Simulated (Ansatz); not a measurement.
**(CaSe)3(AgBr)1 [001] superlattice, started as rocksalt type: phonons and vibrational spectra**

Aim: the vibrations of (CaSe)3(AgBr)1 [001] superlattice, started as rocksalt type, their spectra, and whether the structure is stable.

Calculated with Ansatz 0.2.0; DFT PBEsol, scalar-relativistic, plane waves, PAW.

This is a report of a sequence of runs, with most program output left out.

The structure was built from a prototype and need not be the compound's stable phase.

### Step 1. Starting point

Symmetry: P4/mmm, No. 123, tetragonal system. Conventional cell: a = 4.160 Å, b = 4.160 Å, c = 11.765 Å, α = 90.00°, β = 90.00°, γ = 90.00°. Ag has 2 Se at 2.94 Å and 4 Br at 2.94 Å nearest. Nearest to Br lie 4 Ag at 2.94 Å and 2 Ca at 2.94 Å. Nearest to Ca lie 5 Se at 2.94 Å and 1 Br at 2.94 Å. Nearest to Ca lie 6 Se at 2.94 Å. Nearest to Se lie 1 Ag at 2.94 Å and 5 Ca at 2.94 Å. Nearest to Se lie 6 Ca at 2.94 Å. Farther neighbours and most contacts between anions are not listed.

### Step 2. Relaxation

The cell and atoms are relaxed, since residual forces and stress would shift the frequencies.

File input.yaml:

```yaml
crystal:
  lattice:
    - [2.94125, 2.94125, 0.0]
    - [-2.94125, 2.94125, 0.0]
    - [0.0, 0.0, 11.765]
  atoms:
    - { symbol: Ag, position: [0.5, 0.5, 0.75] }
    - { symbol: Br, position: [1.0, 0.0, 0.75] }
    - { symbol: Ca, position: [0.0, 0.0, 0.0] }
    - { symbol: Ca, position: [0.5, 0.5, 0.25] }
    - { symbol: Ca, position: [0.0, 0.0, 0.5] }
    - { symbol: Se, position: [0.5, 0.5, 0.0] }
    - { symbol: Se, position: [1.0, 0.0, 0.25] }
    - { symbol: Se, position: [0.5, 0.5, 0.5] }
kpoints:
  mp_grid: { grid: [6, 6, 2] }
hamiltonian:
  xc: pbesol
scf:
  occupations: { method: gaussian, width: 0.02 }
output:
  forces: true
  stress: true
  eigenvalues: true
  write_density: true
  write_potential: true
  elf: true
  volumetric_format: npy
relax:
  adjacent_minimum: "off"
  f_tol: 0.005
  max_steps: 80
  cell: { stress_tol: 0.05 }
```

Launch:

```
> ansatz run input.yaml --threads 8 --pin off --max-ram 14336MiB --backend cpu --events-out ev --progress --plain --runs-dir out
```

It took 19 s on 8 threads of Arm Neoverse V2, shared host; peak memory 0.96 GiB.

Step by step:

```
step  energy less that of the first step (eV)  largest force component (eV/Å)  pressure (GPa)  volume (Å³)
   1                                   0.0000                          0.3931           -1.36       203.56
   2                                  -0.0619                          0.1894            0.81       194.88
   3                                  -0.0796                          0.0735            0.18       197.12
   4                                  -0.0815                          0.0081           -0.01       197.87
   5                                  -0.0818                          0.0076            0.01       197.82
   6                                  -0.0819                          0.0014            0.00       197.87
  7*                                  -0.0814                          0.0014            0.01       197.87
```

Relaxation steps marked * repeat the geometry before them on a plane-wave basis chosen anew for their cell, so energy and pressure can jump there.

The run keeps the 16 symmetry operations that it works with, so distortions that break them were not tested.

| conventional cell, symmetrised | before | after | change |
| --- | --- | --- | --- |
| a (Å) | 4.160 | 4.152 | -0.2 % |
| b (Å) | 4.160 | 4.152 | -0.2 % |
| c (Å) | 11.765 | 11.476 | -2.5 % |
| volume (Å³/atom) | 25.44 | 24.73 | -2.8 % |

The atoms that moved most (Å, as changes of fractional coordinates times the final cell):

| atom | dx | dy | dz | length |
| --- | --- | --- | --- | --- |
| Se6 | 0.000 | 0.000 | -0.102 | 0.102 |
| Se8 | 0.000 | 0.000 | 0.102 | 0.102 |
| Ca3 | 0.000 | 0.000 | -0.030 | 0.030 |
| Ca5 | 0.000 | 0.000 | 0.030 | 0.030 |

Numbers from this step:

```
pressure           : 0.005593 GPa
gap on the k-mesh  : 1.846 eV
volume per atom    : 24.73 Å³
direct gap on mesh : 2.107 eV
```

ELF in the ac plane at fractional y = 0.500, with atoms of Ag and Ca and Se within 0.2 Å of it. It is the smooth field of the valence electrons, not physical close to the nuclei.

Ten even steps from '0' (0.02) to '9' (0.85), each cell a mean:
```
02799842589852
01578988898731
00135566554310
00011122211000
00012456532100
00024689763100
00013578753100
00011244321100
00012222221100
00357788876520
02689876799851
13799731489962
02789865799852
01478999998631
00124555554200
00000122200000
00003799861000
00017999995000
00006999993000
00001477630000
00001111111000
00247788776410
02689988898741
13799843589862
```
Columns run along a (4.2 Å), rows up along c (11.5 Å). Atoms in or near the plane, at fractional coordinates: Ag at (0.50, 0.75), Ca at (0.50, 0.25), Se at (0.50, 0.99), Se at (0.50, 0.51).

Valence density in the ac plane at fractional y = 0.500, with atoms of Ag and Ca and Se within 0.2 Å of it. It is the smooth field of the valence electrons, not physical close to the nuclei.

Values in e/Å³, 24 rows by 14 columns, each cell a mean:
```
 0  0  0  0  1  3 15 23  9  2  1  0  0  0
 0  0  0  0  0  1  2  2  1  1  0  0  0  0
 0  0  0  0  0  0  0  0  0  0  0  0  0  0
 0  0  0  0  0  0  0  1  0  0  0  0  0  0
 0  0  0  0  1  2  5  5  3  1  0  0  0  0
 0  0  0  0  2  6 14 17 11  5  1  0  0  0
 0  0  0  0  1  4 11 13  8  3  1  0  0  0
 0  0  0  0  0  1  2  2  1  1  0  0  0  0
 0  0  0  0  0  0  0  0  0  0  0  0  0  0
 0  0  0  0  0  0  1  1  1  0  0  0  0  0
 0  0  0  0  1  1  5  7  3  1  0  0  0  0
 0  0  0  0  1  4 21 32 12  3  1  0  0  0
 0  0  0  0  1  2  7 10  4  1  0  0  0  0
 0  0  0  0  0  0  1  1  1  0  0  0  0  0
 0  0  0  0  0  0  0  0  0  0  0  0  0  0
 0  0  0  0  0  0  0  0  0  0  0  0  0  0
 0  0  0  0  0  1  2  3  2  1  0  0  0  0
 0  0  0  0  1  3  6  6  5  2  0  0  0  0
 0  0  0  0  1  2  4  5  4  2  0  0  0  0
 0  0  0  0  0  0  1  1  1  0  0  0  0  0
 0  0  0  0  0  0  0  0  0  0  0  0  0  0
 0  0  0  0  0  0  0  0  0  0  0  0  0  0
 0  0  0  0  0  1  2  2  1  1  0  0  0  0
 0  0  0  0  1  3 15 22  9  2  1  0  0  0
```
Columns run along a (4.2 Å), rows up along c (11.5 Å). Atoms in or near the plane, at fractional coordinates: Ag at (0.50, 0.75), Ca at (0.50, 0.25), Se at (0.50, 0.99), Se at (0.50, 0.51).

Electrostatic potential energy in the ac plane at fractional y = 0.500, with atoms of Ag and Ca and Se within 0.2 Å of it. With pseudopotentials it is smooth inside the atoms' cores, unlike the true potential.

Ten even steps from '_' (-32 eV) to '@' (12 eV), each cell a mean:
```
@@@@@@%%++++####**==##@@@@@@
@@@@@@@@%%**++++++**%%@@@@@@
@@@@@@@@@@@@%%%%%%@@@@@@@@@@
@@@@@@@@@@%%####%%%%@@@@@@@@
@@@@@@@@##++--::--++%%@@@@@@
@@@@@@%%++::______::**%%@@@@
@@@@@@%%++::____..--##@@@@@@
@@@@@@@@%%**++==++##@@@@@@@@
@@@@@@@@@@@@%%%%@@@@@@@@@@@@
@@@@@@@@@@%%##**##%%@@@@@@@@
@@@@@@@@**++++++++++%%@@@@@@
@@@@@@%%++++####**++**@@@@@@
@@@@@@@@**++++**++++##@@@@@@
@@@@@@@@%%##******%%@@@@@@@@
@@@@@@@@@@@@@@%%@@@@@@@@@@@@
@@@@@@@@%%%%######%%@@@@@@@@
@@@@@@%%##==::..::++##%%@@@@
@@@@@@%%==________..**%%@@@@
@@@@@@%%++..______::**%%@@@@
@@@@@@%%##**====++##%%@@@@@@
@@@@@@@@@@%%%%%%%%@@@@@@@@@@
@@@@@@@@@@@@%%%%%%@@@@@@@@@@
@@@@@@@@%%**++++++**%%@@@@@@
@@@@@@%%++++####**==##@@@@@@
```
Columns run along a (4.2 Å; values clipped at the 3rd and 97th percentile), rows up along c (11.5 Å). Atoms in or near the plane, at fractional coordinates: Ag at (0.50, 0.75), Ca at (0.50, 0.25), Se at (0.50, 0.99), Se at (0.50, 0.51).

In this step the volume went from 25.44 to 24.73 Å³/atom.

### Step 3. Relaxing to small forces for the phonons

Phonons need a cell at rest on their own settings, so the relaxation is repeated with tight tolerances on forces and stress on the k mesh and occupations of the first response run.

File input.yaml:

```yaml
crystal:
  lattice:
    - [2.9361945018, 2.9361945018, 0.0]
    - [-2.9361945018, 2.9361945018, 0.0]
    - [0.0, 0.0, 11.4759813578]
  atoms:
    - { symbol: Ag, position: [0.5, 0.5, 0.75] }
    - { symbol: Br, position: [1.0, 0.0, 0.75] }
    - { symbol: Ca, position: [0.0, 0.0, -0.0025795039] }
    - { symbol: Ca, position: [0.5, 0.5, 0.25] }
    - { symbol: Ca, position: [0.0, 0.0, 0.5025795039] }
    - { symbol: Se, position: [0.5, 0.5, -0.0089230326] }
    - { symbol: Se, position: [1.0, 0.0, 0.25] }
    - { symbol: Se, position: [0.5, 0.5, 0.5089230326] }
kpoints:
  mp_grid: { grid: [8, 8, 2] }
hamiltonian:
  xc: pbesol
scf:
  occupations: { method: fixed }
output:
  forces: true
  stress: true
  eigenvalues: true
relax:
  adjacent_minimum: "off"
  f_tol: 0.001
  max_steps: 60
  cell: { stress_tol: 0.01 }
```

It took 10 s on 8 threads; peak memory 0.99 GiB.

Little changed from the start: no atom moved by 0.005 Å and no cell edge by 0.1 %.

Numbers from this step:

```yaml
pressure: -0.001580 GPa
gap_on_the_k_mesh: 1.834 eV
volume_per_atom: 24.74 Å³
direct_gap_on_mesh: 2.108 eV
```

The largest force component left is 0.79 meV/Å and the pressure is -0.002 GPa, within the tolerances set. The cell now holds 24.74 Å³/atom.

### Step 4. Zone-centre response

The zone centre is the only wavevector solved here; it holds the modes that light can see, as far as symmetry allows. The response to a homogeneous field gives the Born charges and the dielectric tensor, and its change with displacement the Raman tensors.

File input.yaml:

```yaml
crystal:
  lattice:
    - [2.9361935057, 2.9361935057, 0.0]
    - [-2.9361935057, 2.9361935057, 0.0]
    - [0.0, 0.0, 11.4768043361]
  atoms:
    - { symbol: Ag, position: [0.5, 0.5, 0.75] }
    - { symbol: Br, position: [1.0, 0.0, 0.75] }
    - { symbol: Ca, position: [0.0, 0.0, -0.0026212018] }
    - { symbol: Ca, position: [0.5, 0.5, 0.25] }
    - { symbol: Ca, position: [0.0, 0.0, 0.5026212018] }
    - { symbol: Se, position: [0.5, 0.5, -0.0089621439] }
    - { symbol: Se, position: [1.0, 0.0, 0.25] }
    - { symbol: Se, position: [0.5, 0.5, 0.5089621439] }
kpoints:
  mp_grid: { grid: [8, 8, 2] }
hamiltonian:
  xc: pbesol
scf:
  occupations: { method: fixed }
output:
  eigenvalues: true
phonons:
  method: dfpt
  dielectric: true
  rigid_motions: translations
  raman: true
```

Run time: 8.8 min. Hardware: 8 threads; peak memory 3.2 GiB.

This step gave:

| Item | Value |
| --- | --- |
| sum-rule residual before enforcement | 6.90e-5 eV/Å² |
| miss of the charge sum rule | 0.02571 e |
| estimated error of the dielectric tensor | 0.03045 |
| estimated error of the Born charges | 0.02642 e |
| point group | 4/mmm |
| highest optical mode at the zone centre (no LO-TO term) | 213.9 cm⁻¹ |
| lowest optical zone-centre mode | 23.73 cm⁻¹ |
| mean high-frequency dielectric constant | 6.054 |
| largest Born charge (third of the trace) | 2.402 e |
| mean static dielectric constant | 12.86 |
| top of the zone-centre spectrum with the field | 254.5 cm⁻¹ |

Without the LO-TO term. Patterns of degenerate modes are one choice out of their space. The modes at Γ (shares of kinetic energy by element, %):

```
mode  frequency (cm⁻¹)  symmetry  Ag %  Br %  Ca %  Se %
   1               0.0  acoustic    20    15    22    43
   2               0.0  acoustic    20    15    22    43
   3               0.0  acoustic    20    15    22    43
   4              23.7        Eu    57    11    13    20
   5              23.7        Eu    57    11    13    20
   6              49.1        Eg     0     0    36    64
   7              49.1        Eg     0     0    36    64
   8              61.9       A2u    64    12    12    12
   9              70.5        Eu     1     6    27    66
  10              70.5        Eu     1     6    27    66
  11              82.2        Eu    22    68     5     5
  12              82.2        Eu    22    68     5     5
  13             124.9       A1g     0     0    10    90
  14             126.6       A2u    15    17    19    49
  15             144.3       A2u     1    27    17    55
  16             179.7        Eu     0     1    63    37
  17             179.7        Eu     0     1    63    37
  18             180.5        Eg     0     0    64    36
  19             180.5        Eg     0     0    64    36
  20             185.3       A2u     0     2    65    33
  21             186.2        Eu     0     0    70    30
  22             186.2        Eu     0     0    70    30
  23             213.6       A1g     0     0    90    10
  24             213.9       A2u     0    26    66     8
```

Displacements in mode 5 (23.7 cm⁻¹), the largest set to 1:
```
Ag1  0.08  1.00  0.00
Br2  0.04  0.50  0.00
Ca3 -0.04 -0.49  0.00
Ca4 -0.03 -0.37  0.00
Ca5 -0.04 -0.49  0.00
Se6 -0.03 -0.41  0.00
Se7 -0.03 -0.37  0.00
Se8 -0.03 -0.41  0.00
```

Displacements in mode 6 (49.1 cm⁻¹), the largest set to 1:
```
Ag1  0.00  0.00  0.00
Br2  0.00  0.00  0.00
Ca3  0.29  1.00  0.00
Ca4  0.00  0.00  0.00
Ca5 -0.29 -1.00  0.00
Se6  0.28  0.96  0.00
Se7  0.00  0.00  0.00
Se8 -0.28 -0.96  0.00
```

Optical modes at the zone centre, without and with the macroscopic field of the longitudinal modes; each column is sorted by frequency, so a row need not hold one and the same mode. Modes with and without the field, by row:

```csv
rank among optical modes,no field (cm⁻¹),"q along (1, 0, 0) (cm⁻¹)","q along (0, 0, 1) (cm⁻¹)"
1,23.7,23.7,23.7
2,23.7,23.8,23.7
3,49.1,49.1,49.1
4,49.1,49.1,49.1
5,61.9,61.9,63
6,70.5,70.5,70.5
7,70.5,70.7,70.5
8,82.2,82.2,82.2
9,82.2,90,82.2
10,124.9,124.9,124.9
11,126.6,126.6,129.8
12,144.3,144.3,149.2
13,179.7,179.7,179.7
14,179.7,180.5,179.7
15,180.5,180.5,180.5
16,180.5,185.3,180.5
17,185.3,185.8,186.2
18,186.2,186.2,186.2
19,186.2,213.6,201.1
20,213.6,213.9,213.6
21,213.9,243.7,254.5
```

Born charge (rows field, columns displacement) (e), principal values of the symmetric part by kind of site:

```csv
atom,atoms with these values,low,middle,high,mean
Ag1,1,1.34,1.34,1.56,1.41
Br2,1,-1.97,-1.48,-1.48,-1.65
Ca3,2,2.34,2.43,2.43,2.40
Ca4,1,2.33,2.33,2.42,2.36
Se6,2,-2.35,-2.35,-2.16,-2.29
Se7,1,-2.37,-2.34,-2.34,-2.35
```

In full for Ag1:

```
1.34 0.00 0.00
0.00 1.34 0.00
0.00 0.00 1.56
```

High-frequency dielectric tensor:

```
6.00 0.00 0.00
0.00 6.00 0.00
0.00 0.00 6.16
```

Static dielectric tensor (ions relaxed, fixed cell):

```
13.32  0.00  0.00
 0.00 13.32  0.00
 0.00  0.00 11.95
```

Transverse modes. Lines of the infrared spectrum (strongest = 100):

| position (cm⁻¹) | lines merged | relative intensity |
| --- | --- | --- |
| 24 | 1 | 0.0 |
| 49 | 1 | 0.0 |
| 62 | 1 | 0.6 |
| 70 | 1 | 0.3 |
| 82 | 1 | 11 |
| 125 | 1 | 0.0 |
| 127 | 1 | 4.9 |
| 144 | 1 | 6.4 |
| 180 | 2 | 100 |
| 185 | 1 | 29 |
| 186 | 1 | 5.8 |
| 214 | 2 | 17 |

(Part 1 of 2 ends here.)

[Logs are printed without paths, hosts, clocks, repeated set-up lines and the standing remarks that a program may print on its own settings, such as how far it seeks lower states.]

[Hosts, paths, dates, database ids (printed as entryN), source tags and the programs' standing remarks are cut or masked in the printed files.]
